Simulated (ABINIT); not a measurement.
# Ba2TaBiO6 (R-3): G0W0 with ABINIT, start to end

Aim: the G0W0 gap of Ba2TaBiO6 (R-3) on LDA, step by step.

Main program and level: ABINIT 10.8.3; LDA and many-body steps on it, plane waves.

This is a report of a sequence of runs, with most program output left out.

## 1. The starting structure

It takes space group R-3 (No. 148, trigonal). Conventional cell: a = 6.151 Å, b = 6.151 Å, c = 14.869 Å, α = 90.00°, β = 90.00°, γ = 120.00°. Nearest to Ba lie 12 O at 2.76 to 3.40 Å. Nearest to Ta lie 6 O at 2.01 Å. Nearest to Bi lie 6 O at 2.36 Å. O has 1 Ta at 2.01 Å and 1 Bi at 2.36 Å and 4 Ba at 2.76 to 3.40 Å nearest. Farther neighbours and most contacts between anions are not listed.

The cell and positions are those that the Materials Project relaxed with its own functionals (PBE, PBE+U or r2SCAN), kept fixed. Spin-orbit coupling is left out unless a step names it.

## 2. Ground state

This step: ABINIT 10.8.3; DFT, LDA, plane waves, norm-conserving pseudopotentials.

The ground-state density comes first.

run.abi

```
acell 3*1.0 Angstrom
rprim 
  3.075626834241 1.775713980676 4.956223105800
  -3.075626834241 1.775713980676 4.956223105800
  0.000000000000 -3.551427961352 4.956223105800
ntypat 4
znucl 56 73 83 8
natom 10
typat 1 1 2 3 4 4 4 4 4 4
xred 
  0.748816000000 0.748816000000 0.748816000000
  0.251184000000 0.251184000000 0.251184000000
  0.500000000000 0.500000000000 0.500000000000
  0.000000000000 0.000000000000 0.000000000000
  0.725510000000 0.218856000000 0.322035000000
  0.218856000000 0.322035000000 0.725510000000
  0.322035000000 0.725510000000 0.218856000000
  0.274490000000 0.781144000000 0.677965000000
  0.677965000000 0.274490000000 0.781144000000
  0.781144000000 0.677965000000 0.274490000000
pp_dirpath "pseudos"
pseudos "Ba.upf, Ta.upf, Bi.upf, O.upf"
ecut 62
ngkpt 4 4 4
nshiftk 1
shiftk 0 0 0
kptopt 1
chksymbreak 0
nband 62
occopt 1
tolvrs 1e-08
nstep 60
prtwf 0
optforces 0
optstress 0
indata_prefix "in"
outdata_prefix "out"
tmpdata_prefix "tmp"
```

On the command line:

```
OMP_NUM_THREADS=1 mpirun -n 4 abinit run.abi > log
```

Elapsed: 23 min, on 4 MPI ranks of Intel Xeon Platinum 8124M at 3.00GHz (Skylake/Cascade Lake), shared host; peak memory 1.3 GiB; 1.6 h of CPU time.

This step gave:

```
total energy               : -19386.1218 eV
gap                        : 2.549 eV
k of the valence top       : 0.5, 0.5, 0.5
k of the conduction bottom : 0.5, 0, 0
least direct gap           : 2.577 eV
```

The gap is indirect, with the least direct gap 0.03 eV higher.

## 3. Empty states on the mesh, 2×2×2 mesh, 191 bands

The sums over transitions need many empty states on a uniform mesh; this step solves for them.

Changes to run.abi since step 2:

```diff
@@ -23,3 +23,3 @@
 ecut 62
-ngkpt 4 4 4
+ngkpt 2 2 2
 nshiftk 1
@@ -28,9 +28,10 @@
 chksymbreak 0
-nband 62
-occopt 1
-tolvrs 1e-08
+iscf -2
+irdden 1
+istwfk *1
+nband 191
+nbdbuf 16
+tolwfr 1e-09
 nstep 60
-prtwf 0
-optforces 0
-optstress 0
+prtvol 0
 indata_prefix "in"
```

It took 7.1 min on 4 MPI ranks; peak memory 0.97 GiB; 28 min of CPU time.

Numbers from this step:

```yaml
gap: 2.549 eV
k_of_the_valence_top: 0.5, 0.5, 0.5
k_of_the_conduction_bottom: 0.5, 0, 0
least_direct_gap: 2.577 eV
k_points_computed: 4
lowest_point_of_the_top_converged_band_above_the_valence_top: 39.02 eV
```

On this mesh the gap is 2.549 eV.

## 4. Screening, 2×2×2 mesh, 175 bands, screening to 108.8 eV

The RPA dielectric matrix is built and inverted for each q.

This step: RPA screening on LDA, plane waves, norm-conserving pseudopotentials.

Changes to run.abi since step 3:

```diff
@@ -28,10 +28,11 @@
 chksymbreak 0
-iscf -2
-irdden 1
 istwfk *1
-nband 191
-nbdbuf 16
-tolwfr 1e-09
-nstep 60
-prtvol 0
+occopt 1
+irdwfk 1
+optdriver 3
+nband 175
+ecuteps 4
+inclvkb 2
+awtr 1
+symchi 1
 indata_prefix "in"
```

It took 7 min on 4 MPI ranks; peak memory 6.1 GiB.

This step gave:

```yaml
eps_infinity_with_local_fields_on_this_mesh_along_the_program_s_q_direction: 6.624
the_same_without_local_fields: 7.193
plasma_frequency: 30.00 eV
plane_waves_in_the_screening_matrix: 411
```

Local fields lower ε∞ by 8 %. On a Γ-centred mesh this coarse the value itself is usually too large, while a short band sum pulls it down.

## 5. Self-energy, 2×2×2 mesh, 175 bands, screening to 108.8 eV

The self-energy is evaluated for the states that the input lists, and the levels follow from it, in one-shot runs by the linearised quasiparticle equation.

This step: G0W0 on LDA, plane waves, norm-conserving pseudopotentials.

Changes to run.abi since step 4:

```diff
@@ -31,8 +31,19 @@
 irdwfk 1
-optdriver 3
+optdriver 4
 nband 175
+gwcalctyp 0
+ecutsigx 62
+symsigma 1
+nkptgw 3
+kptgw 
+  0.5000000000 0.5000000000 0.5000000000
+  0.5000000000 0.0000000000 0.0000000000
+  0.0000000000 0.0000000000 0.0000000000
+bdgw 
+  52 56
+  52 55
+  51 55
 ecuteps 4
-inclvkb 2
-awtr 1
-symchi 1
+irdscr 1
+ppmodel 1
 indata_prefix "in"
```

Run time: 76 s. Hardware: 4 MPI ranks; peak memory 3.6 GiB; 5 min of CPU time.

Numbers from this step:

```yaml
g0w0_gap_on_the_points_computed: 3.347 eV
starting_gap_on_the_mesh: 2.549 eV
k_of_the_valence_top: 0.5, 0.5, 0.5
k_of_the_conduction_bottom: 0.5, 0, 0
z_at_the_valence_top: 0.791
z_at_the_conduction_bottom: 0.829
least_direct_g0w0_gap_on_the_computed_points: 3.379 eV
```

The gap on the mesh goes from 2.55 eV to 3.35 eV, a correction of +0.80 eV.

Limits: finite bands, cutoff and mesh; no spin-orbit coupling; coarse k mesh. v1 is the top filled band, c1 the lowest empty one. Levels before and after the correction, in eV, zero at the valence-band top of each column:

```csv
,conduction bottom,valence top
Kohn-Sham,2.55,0.00
G0W0,3.35,0.00
```

```csv
,level,energy (eV)
Kohn-Sham,(0.5 0.5 0.5) v2,-1.531
Kohn-Sham,(0.5 0.5 0.5) v1,0.000
Kohn-Sham,(0.5 0.5 0.5) c1,2.682
Kohn-Sham,(0.5 0.5 0.5) c2-c3,3.138
Kohn-Sham,(0.5 0 0) v2,-1.257
Kohn-Sham,(0.5 0 0) v1,-0.028
Kohn-Sham,(0.5 0 0) c1,2.549
Kohn-Sham,(0.5 0 0) c2,2.915
G0W0,(0.5 0.5 0.5) v2,-1.906
G0W0,(0.5 0.5 0.5) v1,0.000
G0W0,(0.5 0.5 0.5) c1,3.485
G0W0,(0.5 0.5 0.5) c2-c3,3.977
G0W0,(0.5 0 0) v2,-1.599
G0W0,(0.5 0 0) v1,-0.032
G0W0,(0.5 0 0) c1,3.347
G0W0,(0.5 0 0) c2,3.733
```

## 6. Where the time went

Times are wall times on 4 MPI ranks of Intel Xeon Platinum 8124M at 3.00GHz (Skylake/Cascade Lake), shared host, good to a factor of about two.

```
                    step     time  share  memory (GiB)
            ground state   23 min   60 %           1.3
empty states on the mesh  7.1 min   18 %          0.97
               screening    7 min   18 %           6.1
             self-energy     76 s    3 %           3.6
```

## 7. Outcome

| Quantity | Value |
| --- | --- |
| LDA gap | 2.55 eV, indirect (only 28 meV under the direct gap) |
| G0W0 gap on the mesh | 3.35 eV |
| GW settings | 2×2×2 mesh, 175 bands, screening to 108.8 eV, Godby-Needs plasmon pole |
| known limits | not at the basis limit; no spin-orbit coupling; coarse k mesh |

**Reading.** G0W0 moves the gap on the mesh from 2.55 eV to 3.35 eV (+0.80 eV), with Z of 0.79 and 0.83 at the edges. Local fields lower the RPA ε∞ on this mesh from 7.19 to 6.62; a Γ-centred mesh this coarse tends to raise both, most where the direct gap is narrow, while a short band sum lowers them. Only 3 of the mesh's irreducible points were corrected, so a valley elsewhere could overtake. The dearest step here is «ground state». Bands and cutoff are finite, so the gap is not at the basis limit. The miss can reach some tenths of an eV and take either sign; the mesh is an error of its own. In the G0W0 run levels were corrected at 3 k points alone, so a gap called «on the mesh» is the least over those, and an edge elsewhere would be missed. The 2×2×2 mesh is coarse for this cell, which bears on the long-range parts of exchange and screening. Where an edge is built on 6p states of lead, bismuth or thallium, scalar-relativistic gaps usually stand too wide, by a few tenths to over one eV. The many-body steps are scalar-relativistic: spin-orbit coupling is not in them.

[Paths, hosts, dates, memory and timing lines, banners, echoed tables and standing remarks are left out of the program output.]

[Logs are printed without paths, hosts, clocks, repeated set-up lines and the standing remarks that a program may print on its own settings, such as how far it seeks lower states.]

[Runs of the session that timed out or met a known fault of the program may be left out.]

[Hosts, paths, dates, database ids (printed as entryN), source tags and the programs' standing remarks are cut or masked in the printed files.]

[G0W0 gaps are taken among the corrected bands and points alone; a level outside them can change the order at an edge.]

[Where Ansatz stands beside ABINIT at settings called matched, ABINIT's density can come from a denser mesh and the files from another edition; pairs whose starting gaps differed by over 0.03 eV were left out, so agreement reads better than it is.]
